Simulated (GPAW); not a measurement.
# Near-edge structure at the K K edge of KCaCl3 (Cm), part 2 of 2

Aim: the near-edge shape at the K K edge of KCaCl3 (Cm), and what the core hole does to it.

GPAW 26.7.0; X-ray absorption from dipole matrix elements to empty bands, plane-wave PAW LDA.

So far. Step 2 (Ground state of the crystal): The mesh shows a gap of 4.40 eV, so the hole is first treated in a charged cell, without the excited electron. Step 3 (Spectrum without a core hole, K atom 2): Main maxima below 30 eV (height): 5.4 eV (3.06), 14.9 eV (1.64) and 27.7 eV (1.48). A K edge sees empty p states on the absorber.

## (5) Spectrum with FCH, K atom 2

The holes are 5.4 Å apart. In GPAW the data set carries the hole's charge, so charge=0 means a charged cell and charge=-1 a neutral one. The excited electron is left out and a uniform background balances the charge. After the field has converged, empty bands are computed with the density fixed and the dipole matrix elements are summed.

xas.py reads:

```python
import numpy as np
from ase import Atoms
from ase.parallel import parprint, paropen
from gpaw import GPAW, PW, FermiDirac, Mixer, MixerDif, setup_paths
from gpaw.test import gen
setup_paths.insert(0, '.')
gen('K', name='fch1s', xcname='LDA', corehole=(1, 0, 1), write_xml=True)
from gpaw.mpi import world
world.barrier()

atoms = Atoms('CaKCl3',
    cell=[[-0.000528, 0, 5.406517],
     [3.822865, -3.824314, 0],
     [3.822865, 3.824314, 0]],
    scaled_positions=[[0.485213, 0.497894, 0.497894],
     [0.999985, 0.998047, 0.998047],
     [0.482776, 0.999421, 0.495523],
     [0.985141, 0.507289, 0.507289],
     [0.482776, 0.495523, 0.999421]],
    pbc=True)
atoms.calc = calc = GPAW(legacy_gpaw=True, mode=PW(430, force_complex_dtype=True), xc='LDA', setups={1: 'fch1s'},
    kpts={'size': (4, 4, 4), 'gamma': True}, occupations=FermiDirac(0.02),
    charge=0, mixer=Mixer(0.1, 5, 50), maxiter=150,
    convergence={'density': 0.0001, 'eigenstates': 1e-6}, txt='scf.txt')
energy = atoms.get_potential_energy() + calc.get_reference_energy()
ef = calc.get_fermi_level()
out = dict(energy=energy, fermi=ef, forces=atoms.get_forces().tolist())
parprint(f'all-electron energy {energy:.4f} eV, Fermi level {ef:.4f} eV')
ev = np.array([[calc.get_eigenvalues(k, s) for k in range(len(calc.get_ibz_k_points()))] for s in range(calc.get_number_of_spins())])
out['homo'], out['lumo'], out['counts'] = ev[ev < ef].max(), ev[ev > ef].min(), sorted(set((ev < ef).sum((0, 2)).tolist()))
out['filled'] = (ev[:, 0] < ef).sum(1).tolist()

from ase.units import Ha
from gpaw.xas import dipole_matrix_elements
nb = int(calc.get_number_of_electrons() / 2) + 97
top, nb = nb, nb + 8 + nb // 12
nscf = calc.fixed_density(kpts={'size': (4, 4, 4), 'gamma': True}, nbands=nb,
    convergence={'bands': top, 'eigenstates': 5e-3}, maxiter=60, txt='nscf.txt')
cell = atoms.cell.array
ops = [cell.T @ U.T @ np.linalg.inv(cell.T) for U in nscf.wfs.kd.symmetry.op_scc]
filled = [20]  # bands filled in the ground state, by spin
E = np.arange(-6, 34, 0.1)
fwhm = np.interp(E, [4, 25], [0.9, 3.5])
Y, X, zero, highest = 0, 0, 1e9, 1e9
for spin in range(nscf.get_number_of_spins()):
    wfs = nscf.wfs
    mine = wfs.bd.get_slice()  # this rank's bands
    A = dipole_matrix_elements(wfs.setups[1])
    eps = np.zeros((wfs.kd.nibzkpts, nb))
    d = np.zeros((3, A.shape[1], wfs.kd.nibzkpts, nb), complex)
    for kpt in wfs.kpt_u:
        if kpt.s == spin and 1 in kpt.P_ani:
            eps[kpt.k, mine] = kpt.eps_n * Ha
            d[:, :, kpt.k, mine] = (kpt.weight * wfs.nspins / 2) ** 0.5 * np.inner(A, kpt.P_ani[1])
    world.sum(eps)
    world.sum(d)
    T = np.einsum('amkn,bmkn->abkn', d, d.conj()).real
    T = sum(np.einsum('ai,ijkn,bj->abkn', R, T, R) for R in ops) / len(ops)
    empty = np.ones_like(eps, bool) & (np.arange(nb) >= filled[spin])
    zero, highest = min(zero, eps[empty].min()), min(highest, eps[:, top - 1].min())
    lines = [(eps, T, empty)] if spin == 0 else lines + [(eps, T, empty)]
for eps, T, empty in lines:
    f = np.einsum('aakn->akn', T).reshape(3, -1)
    x = eps.ravel() - zero
    w = np.interp(x, E, fwhm) / 2.35482
    g = np.exp(-0.5 * ((E[:, None] - x) / w) ** 2) / (w * (2 * np.pi) ** 0.5)
    Y = Y + (f * empty.ravel()) @ g.T
    X = X + (f * ~empty.ravel()) @ g.T
out.update(E=E.round(2).tolist(), xas=Y.tolist(), xes=X.tolist(), zero=zero, valid=highest - zero, nk=len(eps), nb=nb)
for i in range(0, len(E), 10):
    parprint(f'{E[i]:7.2f}', *(f'{v:10.3e}' for v in Y[:, i]))
import json
with paropen('out.json', 'w') as f:
    json.dump(out, f)
```

Run with:

```bash
> OMP_NUM_THREADS=1 mpirun -n 4 gpaw python xas.py
```

Numbers of over 12 decimals in the logs are rounded to 6 here.

The program printed:

```text
Input parameters:
  convergence: {density: 0.0001,
                eigenstates: 1e-06}
  kpts: {gamma: True,
         size: (4, 4, 4)}
  maxiter: 150
  mixer: {backend: pulay,
          beta: 0.1,
          method: separate,
          nmaxold: 5,
          weight: 50}
  mode: {ecut: 430.0,
         force_complex_dtype: True,
         name: pw}
  occupations: {fixmagmom: False,
                name: fermi-dirac,
                width: 0.02}
  setups: {1: fch1s}

Initialize ...

[... PAW data sets ...]

Reference energy: -68745.282645  # eV

Spin-paired calculation

[... convergence settings ...]
Symmetries present (total): 2
  [... symmetry matrices ...]

64 k-points: 4 x 4 x 4 Monkhorst-Pack grid + [1/8,1/8,1/8]
24 k-points in the irreducible part of the Brillouin zone
       k-points in crystal coordinates                weights
   0:     0.00000000    0.00000000    0.00000000          1/64
   1:     0.00000000    0.25000000   -0.25000000          2/64
   2:     0.00000000    0.25000000    0.00000000          4/64
   3:     0.00000000    0.25000000    0.25000000          2/64
   4:     0.00000000    0.50000000    0.00000000          2/64
   5:     0.00000000    0.50000000    0.25000000          4/64
   6:     0.00000000    0.50000000    0.50000000          1/64
   7:     0.25000000   -0.25000000   -0.25000000          2/64
   8:     0.25000000    0.00000000   -0.25000000          4/64
   9:     0.25000000    0.00000000    0.00000000          2/64
          ...
  23:     0.50000000    0.50000000    0.50000000          1/64

Wave functions: Plane wave expansion
  Cutoff energy: 430.000 eV
  Number of coefficients (min, max): 3184, 3218
  Pulay-stress correction: 0.000000 eV/Ang^3 (de/decut=0.000000)
  Using FFTW library
  Wavefunction extrapolation:
    Improved wavefunction reuse through dual PAW basis

Occupation numbers: Fermi-Dirac:
  width: 0.0200  # eV

Eigensolver
   Davidson(niter=2)

Densities:
  Coarse grid: 27*27*27 grid
  Fine grid: 54*54*54 grid
  Total Charge: 1.000000

Density mixing:
  Method: separate
  Backend: pulay
  Linear mixing parameter: 0.1
  old densities: 5
  Width of damping distribution: 1.1
  Damping of long wavelength oscillations: 50

[... Hamiltonian set-up ...]
Number of atoms: 5
Number of atomic orbitals: 22
Number of bands in calculation: 22
Number of valence electrons: 40
Bands to converge: occupied

... initialized

Initializing position-dependent things.

Density initialized from atomic densities
Creating initial wave functions:
  22 bands from LCAO basis set

         Cl       K

              Cl
        Ca
            Cl

Atomic positions and initial magnetic moments

Positions:
   0 Ca     3.806507   -0.000000    2.623312    ( 0.0000,  0.0000,  0.0000)
   1 K      7.630270    0.000000    5.406436    ( 0.0000,  0.0000,  0.0000)
   2 Cl     5.714714   -1.927064    2.610137    ( 0.0000,  0.0000,  0.0000)
   3 Cl     3.878075   -0.000000    5.326182    ( 0.0000,  0.0000,  0.0000)
   4 Cl     5.714714    1.927064    2.610137    ( 0.0000,  0.0000,  0.0000)

Unit cell:
           periodic     x           y           z      points  spacing
  1. axis:    yes   -0.000528    0.000000    5.406517    27     0.2002
  2. axis:    yes    3.822865   -3.824314    0.000000    27     0.2003
  3. axis:    yes    3.822865    3.824314    0.000000    27     0.2003

  Lengths:   5.406517   5.407372   5.407372
  Angles:   90.021713  90.003956  90.003956

Effective grid spacing dv^(1/3) = 0.2003

iter:   1   -31.678713
iter:   2   -31.436885   -1.26  -1.24
iter:   3   -30.993846   -1.52  -1.34
iter:   4   -30.876898   -1.65  -1.50
iter:   5   -30.857695   -2.29  -1.69
iter:   6   -30.859988c  -2.97  -2.34
iter:   7   -30.856855c  -3.32  -2.46
iter:   8   -30.856892c  -4.03  -2.94
iter:   9   -30.856780c  -4.52  -2.92
iter:  10   -30.856615c  -4.86  -3.02
iter:  11   -30.856607c  -5.72  -3.52
iter:  12   -30.856597c  -5.94  -3.59
iter:  13   -30.856601c  -6.65c -3.68
iter:  14   -30.856589c  -6.02c -3.62
iter:  15   -30.856588c  -6.72c -3.95
iter:  16   -30.856585c  -6.44c -4.06c

Converged after 16 iterations.

Dipole moment: (0.815620, 0.000000, 4.797039) |e|*Ang

Energy contributions relative to reference atoms: (reference = -68745.282645)

Kinetic:        -15.134053
Potential:       +1.759870
External:        +0.000000
XC:             -16.057345
Entropy (-ST):   -0.000000
Local:           -1.425057
SIC:             +0.000000
--------------------------
Free energy:    -30.856585
Extrapolated:   -30.856585

Showing only first 2 kpts
 Kpt  Band  Eigenvalues  Occupancy
  0    18      0.04637    2.00000
  0    19      0.04663    2.00000
  0    20      3.14802    0.00000
  0    21      4.07808    0.00000

  1    18     -0.15558    2.00000
  1    19     -0.01847    2.00000
  1    20      4.15937    0.00000
[...]
Fermi level: 1.45923

Gap: 2.844 eV
Transition (v -> c):
  (s=0, k=23, n=19, [0.50, 0.50, 0.50]) -> (s=0, k=0, n=20, [0.00, 0.00, 0.00])
Direct/indirect transitions are different
Direct gap: 3.101 eV
Transition at: (s=0, k=0, n=19, [0.00, 0.00, 0.00])

Forces in eV/Ang:
  0 Ca    0.05930    0.00000    0.02138
  1 K    -0.05333    0.00000    0.15147
  2 Cl   -0.02625    0.00886   -0.08194
  3 Cl    0.05134    0.00000   -0.00275
  4 Cl   -0.02625   -0.00886   -0.08194
Scalar-relativistic atomic LDA calculation for K (Potassium, Z=19)
Core hole in 1s state (1s occupation: 1.0)
600 radial gridpoints.
|------------------------------------------------|
|------------------------------------------------|
[... the atom generator's iteration count ...]

Energy contributions:
-------------------------
Kinetic:     +469.366302
XC:           -26.651020
Potential:   -910.221085
-------------------------
Total:       -467.505804

state      eigenvalue         ekin         rmax
-----------------------------------------------
1s^1.0 :  -137.009401   178.002510        0.053
2s^2.0 :   -14.952275    30.996296        0.308
2p^6.0 :   -12.557947    30.837461        0.248
3s^2.0 :    -1.923222     6.111175        1.010
3p^6.0 :    -1.291340     5.210461        1.046
4s^1.0 :    -0.332521     0.861316        3.154
-----------------------------------------------
(units: Bohr and Hartree)

Generating PAW setup
Kinetic energy of the core from tauc = 426.649692
Cutoffs:
rc(s)=2.120
rc(p)=2.090
rc(d)=1.770
rc(vbar)=2.070
rc(comp)=2.090
rc(nct)=2.120

Kinetic energy of the core states: 425.019867
Charge: 1.0
Core electrons: 9.0
Valence electrons: 9.0
Pseudo-core charge: 0.000157
Shape function alpha=2.289
Pseudo-electron charge 6.225162
state    eigenvalue         norm
--------------------------------
3s(2) :    -1.923222     0.851849
4s(1) :    -0.332521     0.979351
3p(6) :    -1.291340     0.590326
*p    :    -0.291340
*d    :     0.000000
--------------------------------

Diagonalizing with gridspacing h=0.050

state   all-electron     PAW
-------------------------------
3s:      -1.923222    -1.923900
3p:      -1.291340    -1.292876
*d:                   -0.316348
*f:                   -0.033378
-------------------------------
all-electron energy -68776.1392 eV, Fermi level 1.4592 eV
[...]
31.00  7.397e-07  7.314e-07  7.334e-07
  32.00  6.852e-07  6.760e-07  6.726e-07
  33.00  7.017e-07  6.930e-07  6.865e-07
```

It took 23 s on 4 MPI ranks of Intel Xeon 6975P-C (Granite Rapids), shared host; peak memory 0.3 GiB.

The K K spectrum, K atom 2, full core hole (charged cell) (energy from the lowest empty level; intensity scaled to a mean of 1 over the first 20 eV):

| E (eV) | intensity |
| --- | --- |
| -2.0 | 0.00 |
| -1.5 | 0.00 |
| -1.0 | 0.00 |
| -0.5 | 0.00 |
| 0.0 | 0.01 |
| 0.5 | 0.04 |
| 1.0 | 0.09 |
| 1.5 | 0.09 |
| 2.0 | 0.09 |
| 2.5 | 0.31 |
| 3.0 | 0.97 |
| 3.5 | 1.92 |
| 4.0 | 2.72 |
| 4.5 | 3.15 |
| 5.0 | 3.00 |
| 5.5 | 2.06 |
| 6.0 | 0.97 |
| 6.5 | 0.40 |
| 7.0 | 0.33 |
| 7.5 | 0.39 |
| 8.0 | 0.39 |
| 8.5 | 0.35 |
| 9.0 | 0.34 |
| 9.5 | 0.39 |
| 10.0 | 0.46 |
| 10.5 | 0.57 |
| 11.0 | 0.79 |
| 11.5 | 1.09 |
| 12.0 | 1.39 |
| 12.5 | 1.56 |
| 13.0 | 1.58 |
| 13.5 | 1.47 |
| 14.0 | 1.35 |
| 14.5 | 1.27 |
| 15.0 | 1.26 |
| 15.5 | 1.30 |
| 16.0 | 1.33 |
| 16.5 | 1.29 |
| 17.0 | 1.15 |
| 17.5 | 0.95 |
| 18.0 | 0.78 |
| 18.5 | 0.68 |
| 19.0 | 0.63 |
| 19.5 | 0.64 |
| 20.0 | 0.67 |
| 20.5 | 0.73 |
| 21.0 | 0.80 |
| 21.5 | 0.86 |
| 22.0 | 0.92 |
| 22.5 | 0.95 |
| 23.0 | 0.96 |
| 23.5 | 0.95 |
| 24.0 | 0.94 |
| 24.5 | 0.95 |
| 25.0 | 0.98 |
| 25.5 | 1.05 |
| 26.0 | 1.14 |
| 26.5 | 1.23 |
| 27.0 | 1.29 |
| 27.5 | 1.31 |
| 28.0 | 1.28 |
| 28.5 | 1.20 |
| 29.0 | 1.09 |
| 29.5 | 0.97 |
| 30.0 | 0.86 |
| 30.5 | 0.77 |
| 31.0 | 0.71 |
| 31.5 | 0.67 |

Main maxima below 30 eV (height): 4.7 eV (3.19), 12.8 eV (1.59), 16.0 eV (1.33) and 27.5 eV (1.31). 

The hole costs E(hole) − E(ground) = 3609.61 eV, and the lowest empty level of the hole cell on the spectrum's mesh lies at 3.15 eV, which puts the zero at 3612.76 eV. One term is added: -19.73 eV, since the hole is spin-paired here and a spin-polarised one costs that much less in the free atom (computed apart). The photon energy is then 3593.03 eV. The tabulated edge of the element is 3608.4 eV. The functional and the charged cell's background leave an error in such absolute values: in the free atom LDA prices this hole 11.1 eV below PBE (computed apart), and PBE is itself good to a few eV.

## (6) With and without the hole

Both curves are counted from their own zero, so only the shift of weight within the empty states shows.

| E (eV) | no hole | FCH |
| --- | --- | --- |
| -2.0 | 0.00 | 0.00 |
| -1.0 | 0.00 | 0.00 |
| 0.0 | 0.01 | 0.01 |
| 1.0 | 0.12 | 0.09 |
| 2.0 | 0.39 | 0.09 |
| 3.0 | 0.98 | 0.97 |
| 4.0 | 1.35 | 2.72 |
| 5.0 | 2.60 | 3.00 |
| 6.0 | 1.77 | 0.97 |
| 7.0 | 0.38 | 0.33 |
| 8.0 | 0.28 | 0.39 |
| 9.0 | 0.27 | 0.34 |
| 10.0 | 0.45 | 0.46 |
| 11.0 | 0.85 | 0.79 |
| 12.0 | 1.33 | 1.39 |
| 13.0 | 1.49 | 1.58 |
| 14.0 | 1.60 | 1.35 |
| 15.0 | 1.63 | 1.26 |
| 16.0 | 1.46 | 1.33 |
| 17.0 | 1.03 | 1.15 |
| 18.0 | 0.77 | 0.78 |
| 19.0 | 0.76 | 0.63 |
| 20.0 | 0.86 | 0.67 |
| 21.0 | 0.99 | 0.80 |
| 22.0 | 1.03 | 0.92 |
| 23.0 | 0.99 | 0.96 |
| 24.0 | 1.00 | 0.94 |
| 25.0 | 1.11 | 0.98 |
| 26.0 | 1.28 | 1.14 |
| 27.0 | 1.44 | 1.29 |
| 28.0 | 1.47 | 1.28 |
| 29.0 | 1.31 | 1.09 |
| 30.0 | 1.09 | 0.86 |
| 31.0 | 0.94 | 0.71 |

With each curve scaled to its own mean, the area from −2 to 6 eV with the hole is 7.5 against 6.6, and the centre of weight from −1 to 20 eV moves by -0.4 eV (first and strongest maxima below 20 eV: 5.4 eV (3.06) and 14.9 eV (1.64) without the hole, 4.7 eV (3.19), 12.8 eV (1.59) and 16.0 eV (1.33) with it); the shape changes all the same, by 30 % r.m.s.

## (7) Outcome

```
absorber and edge                               : K K, atom 2 of the ground-state input (counted from 1)
surroundings                                    : 7 Cl at 3.75 to 3.83 Å and 5 Cl at 3.88 to 3.89 Å (distorted cuboctahedral, site symmetry m)
highest intensity below 24 eV                   : 4.7 eV above the zero, height 3.19
photon energy of the zero, with the added terms : 3593.0 eV (raw 3612.8 eV; LDA puts this hole about 11 eV below PBE, itself good to a few eV)
```

**Reading.** The K K edge of atom 2, with 7 Cl at 3.75 to 3.83 Å and 5 Cl at 3.88 to 3.89 Å (distorted cuboctahedral, site symmetry m), has its highest intensity of the first 24 eV at 4.7 eV above the zero, near 3598 eV in photon energy (LDA puts this hole about 11 eV below PBE, itself good to a few eV), 3.2 times the mean level of the first 20 eV (Gaussian full width 0.9 eV up to 4 eV, rising linearly to 3.5 eV at 25 eV). With each curve scaled to its own mean, the area from −2 to 6 eV with the hole is 7.5 against 6.6, and the centre of weight from −1 to 20 eV moves by -0.4 eV (first and strongest maxima below 20 eV: 5.4 eV (3.06) and 14.9 eV (1.64) without the hole, 4.7 eV (3.19), 12.8 eV (1.59) and 16.0 eV (1.33) with it); the shape changes all the same, by 30 % r.m.s. The holes are only 5.4 Å apart, so the shape is probably not converged with cell size; no larger cell was run here. The mesh is coarse (0.29 Å⁻¹ between points), so small maxima may be mesh ripples. Lifetime broadening is put in by hand, and intensities beyond about 20 eV depend on it and on the partial waves. The structure is a computed Materials Project entry and may be a hypothetical form.

[Banner, clock and machine lines of the logs are left out without a mark of their own.]

[Logs are printed without paths, hosts, clocks, repeated set-up lines and the standing remarks that a program may print on its own settings, such as how far it seeks lower states.]

[Hosts, paths, dates, database ids (printed as entryN), source tags and the programs' standing remarks are cut or masked in the printed files.]

[Lists of maxima count a maximum above −3 eV only where it reaches 4 % of the highest in the window and stands out from its surroundings by 2 % of it (1.5 % where it reaches 55 %); shoulders and weaker maxima are passed over, and of the rest the first, up to two pre-edge ones and the few strongest are named.]
